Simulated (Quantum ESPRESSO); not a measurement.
# Magnetic state of Nickel from several starts, part 2 of 2

A self-consistent run ends on one state, which hangs on the start. Several orders of Nickel are started in Quantum ESPRESSO and their energies compared.

Quantum ESPRESSO 7.5; PBE; plane waves with GBRV 1.5 PBE potentials, no spin-orbit coupling.

So far, absolute magnetization (μB): step 2 (start 1: ferro +) 0.724.

## 3. Start 2: antiferro q=(0,1/2,1/2) +− (continued)

Valence density in the ac plane of the conventional cell at fractional y = 0.000, with atoms of Ni within 0.2 Å of it. It is the smooth field of the valence electrons, not physical close to the nuclei.

Values in e/Å³, 13 rows by 14 columns, each cell a mean:
```
33 21  4  1  0  0  0  0  0  0  0  1  9 27
11  6  2  1  0  0  0  0  0  0  0  1  3  8
 1  1  1  0  0  0  0  0  0  0  0  0  1  1
 0  0  0  0  0  1  1  2  1  1  0  0  0  0
 0  0  0  0  1  3  9 13  7  2  1  0  0  0
 0  0  0  0  2 10 28 35 22  5  1  0  0  0
 0  0  0  0  2 13 33 39 27  6  1  0  0  0
 0  0  0  0  1  5 16 22 12  3  1  0  0  0
 0  0  0  0  1  1  3  4  2  1  0  0  0  0
 1  1  0  0  0  0  1  1  1  0  0  0  0  1
 5  3  1  0  0  0  0  0  0  0  0  1  2  4
24 14  3  1  0  0  0  0  0  0  0  1  6 18
38 28  6  1  0  0  0  0  0  0  0  2 13 34
```
Columns run along a (3.5 Å), rows up along c (3.5 Å), edges of the conventional cell, whose origin can differ from the input's. Atoms in or near the plane, at fractional coordinates: Ni at (0.00, 0.00), Ni at (0.50, 0.50).

## 4. Run 3 (antiferro q=(0,0,1/2) +−)

This order needs a doubled cell of 2 atoms.

pw.in

```
&CONTROL
  calculation = 'scf'
  prefix = 'pwscf'
  outdir = './tmp'
  pseudo_dir = './pseudo'
  disk_io = 'nowf'
/
&SYSTEM
  ibrav = 0
  celldm(1) = 8
  nat = 2
  ntyp = 2
  ecutwfc = 40
  ecutrho = 280
  nbnd = 25
  occupations = 'smearing'
  smearing = 'fd'
  degauss = 0.00367493
  nspin = 2
  starting_magnetization(1) = 0.0556
  starting_magnetization(2) = -0.0556
/
&ELECTRONS
  conv_thr = 4d-09
  electron_maxstep = 150
  mixing_beta = 0.3
/
ATOMIC_SPECIES
Ni1    58.6934 ni_pbe_v1.4.uspp.F.UPF
Ni2    58.6934 ni_pbe_v1.4.uspp.F.UPF
CELL_PARAMETERS alat
   0.0000000000000    0.4161968249241    0.4161968249241
   0.4161968249241    0.0000000000000    0.4161968249241
   0.8323936498481    0.8323936498481    0.0000000000000
ATOMIC_POSITIONS crystal
Ni1     0.0000000000    0.0000000000    0.0000000000
Ni2     0.0000000000    0.0000000000    0.5000000000
K_POINTS automatic
16 16 8 0 0 0
```

Command:

```console
OMP_NUM_THREADS=1 mpirun -n 4 pw.x -nk 4 -in pw.in > pw.out
```

Output:

```text
     [... lines left out ...]
Program PWSCF v.7.5 starts
     [... lines left out ...]
     number of atoms/cell      =            2
     [... lines left out ...]
     number of electrons       =        36.00
     number of Kohn-Sham states=           25
     kinetic-energy cutoff     =      40.0000  Ry
     charge density cutoff     =     280.0000  Ry
     scf convergence threshold =      4.0E-09
     [... lines left out ...]
     12 Sym. Ops., with inversion, found
     [... lines left out ...]
     number of k points=   213  Fermi-Dirac smearing, width (Ry)=  0.0037
     [... lines left out ...]
     iteration # 18     ecut=    40.00 Ry     beta= 0.30
     [... lines left out ...]
     Magnetic moment per site  (integrated on atomic sphere of radius R)
     atom   1 (R=0.243)  charge= 16.7072  magn=  0.2867
     atom   2 (R=0.243)  charge= 16.7072  magn= -0.2866
     [... lines left out ...]
     the Fermi energy is    17.5792 ev
!    total energy              =    -686.54790745 Ry
     estimated scf accuracy    <          1.0E-09 Ry
     smearing contrib. (-TS)   =      -0.00382786 Ry
     [... lines left out ...]
     total magnetization       =     0.00 Bohr mag/cell
     absolute magnetization    =     0.59 Bohr mag/cell
     convergence has been achieved in  18 iterations
```

Elapsed: 23 s, on 4 MPI ranks of Intel Xeon 6975P-C (Granite Rapids), shared host; peak memory 0.38 GiB.

Spin moment in the atom's sphere by atom:

```
atom  spin moment in the atom's sphere (μB)
 Ni1                                  0.287
 Ni2                                 -0.287
```

Read from the output:

```yaml
smearing_term_ts: 0.05208 eV
magnetization: 0 μB
absolute_magnetization: 0.59 μB
final_state: antiferromagnetic
```

## 5. Start 4: no spin polarisation

pw.in

```
&CONTROL
  calculation = 'scf'
  prefix = 'pwscf'
  outdir = './tmp'
  pseudo_dir = './pseudo'
  disk_io = 'nowf'
/
&SYSTEM
  ibrav = 0
  celldm(1) = 8
  nat = 1
  ntyp = 1
  ecutwfc = 40
  ecutrho = 280
  nbnd = 15
  occupations = 'smearing'
  smearing = 'fd'
  degauss = 0.00367493
/
&ELECTRONS
  conv_thr = 2d-09
  electron_maxstep = 150
  mixing_beta = 0.3
/
ATOMIC_SPECIES
Ni     58.6934 ni_pbe_v1.4.uspp.F.UPF
CELL_PARAMETERS alat
   0.0000000000000    0.4161968249241    0.4161968249241
   0.4161968249241    0.0000000000000    0.4161968249241
   0.4161968249241    0.4161968249241    0.0000000000000
ATOMIC_POSITIONS crystal
Ni      0.0000000000    0.0000000000    0.0000000000
K_POINTS automatic
16 16 16 0 0 0
```

Output:

```text
     [... lines left out ...]
Program PWSCF v.7.5 starts
     [... lines left out ...]
     number of atoms/cell      =            1
     [... lines left out ...]
     number of electrons       =        18.00
     number of Kohn-Sham states=           15
     kinetic-energy cutoff     =      40.0000  Ry
     charge density cutoff     =     280.0000  Ry
     scf convergence threshold =      2.0E-09
     [... lines left out ...]
     48 Sym. Ops., with inversion, found
     [... lines left out ...]
     number of k points=   145  Fermi-Dirac smearing, width (Ry)=  0.0037
     [... lines left out ...]
     iteration # 10     ecut=    40.00 Ry     beta= 0.30
     [... lines left out ...]
     the Fermi energy is    17.5601 ev
!    total energy              =    -343.27380198 Ry
     estimated scf accuracy    <          1.9E-11 Ry
     smearing contrib. (-TS)   =      -0.00227196 Ry
     [... lines left out ...]
     convergence has been achieved in  10 iterations
```

Elapsed: 2.3 s, on 4 MPI ranks; peak memory 0.23 GiB; 8.4 s of CPU time.

This step gave:

```
smearing term TS : 0.03091 eV
final state      : non-magnetic (no spin polarisation)
```

## 6. Energies of the orders

An order is kept where moments of 0.15 μB or more survive with the typed signs; meshes match where a doubled cell samples the same k points as the first cell.

Orders:

```
                     start        final state  typed order kept  energy over the lowest (meV a seeded atom)  largest site moment (μB)  net moment (μB a cell of the first run)  mesh matched  CPU time (s)
                   ferro +      ferromagnetic               yes                                           0                    0.6648                                   0.6227           yes          13.9
antiferro q=(0,1/2,1/2) +-       non-magnetic                no                                       59.24                         0                                        0           yes         170.2
  antiferro q=(0,0,1/2) +-  antiferromagnetic               yes                                       57.14                    0.2867                                        0           yes         89.22
      no spin polarisation       non-magnetic                 -                                       59.21                         0                                        0           yes          8.37
```

## 7. Outcome

| Item | Value |
| --- | --- |
| lowest state found | ferromagnetic (from ferro +) |
| largest site moment | 0.665 μB |
| next state with moments | antiferromagnetic, 57.1 meV a seeded atom higher |
| state without moments | 59.2 meV a seeded atom higher |

What this shows: 1 start lost its moments. Only these 4 starts were compared; other wavevectors, canted and longer-period orders were not.

[Logs and program files are shortened in this print: banners, set-up blocks, solver, clock and traceback lines can be left out without a mark of their own.]

[Logs are printed without paths, hosts, clocks, repeated set-up lines and the standing remarks that a program may print on its own settings, such as how far it seeks lower states.]

[Hosts, paths, dates, database ids (printed as entryN), source tags and the programs' standing remarks are cut or masked in the printed files.]

[Where a cell is said to come from a database of computed structures, the database is the Materials Project.]
